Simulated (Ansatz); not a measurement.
In doubt: masses and optical values from hybrid runs of this build are listed as unsure (in some of the runs), which bears on the screening that GW takes from such a start.

System: YPO4 (I4_1/amd).

The database entry behind the starting cell differs from later determinations by our own check (impure mineral, about 0.2 % long), so it need not match the best structure at ambient conditions.

```
Y P O
1.0
    -3.44735    3.44735    3.01380
     3.44735   -3.44735    3.01380
     3.44735    3.44735   -3.01380
Y P O
2 2 8
Direct
  0.75000 0.25000 0.50000
  0.00000 0.00000 0.00000
  0.50000 0.50000 0.00000
  0.25000 0.75000 0.50000
  0.16610 0.34080 0.82530
  0.09080 0.76550 0.67470
  0.51550 0.34080 0.17470
  0.09080 0.41610 0.32530
  0.58390 0.90920 0.67470
  0.65920 0.83390 0.17470
  0.23450 0.90920 0.32530
  0.65920 0.48450 0.82530
```

The cell and positions come from the Crystallography Open Database and are kept as given unless a step says otherwise. PAW set soft_2, made with PBE.

Gaps computed with Ansatz 0.2.0 without a self-energy: HSE06 7.83 eV, r2SCAN 6.59 eV and PBE0 8.61 eV.

What gap should G0W0 on HSE06 give (4×4×4 mesh, 305 empty bands, screening to 96 eV, default PAW files)?

About 9.19 eV: on its mesh the run moves the gap from 7.87 eV by +1.36 eV, and the mesh misses the edges by 0.04 eV. Among the scalar-relativistic levels given, PBE0 is nearest (−0.58 eV). Bands and cutoff are finite, so the gap is not at the basis limit. The miss can reach some tenths of an eV and take either sign; the mesh is an error of its own. The many-body steps are scalar-relativistic: spin-orbit coupling is not in them.

[Paths, hosts, dates, memory and timing lines, banners, echoed tables and standing remarks are left out of the program output.]

[Logs are printed without paths, hosts, clocks, repeated set-up lines and the standing remarks that a program may print on its own settings, such as how far it seeks lower states.]

[Runs of the session that timed out or met a known fault of the program may be left out.]

[Cells called generated may have been cut or substituted from an entry of the Crystallography Open Database or the Materials Project.]

[Hosts, paths, dates, database ids (printed as entryN), source tags and the programs' standing remarks are cut or masked in the printed files.]
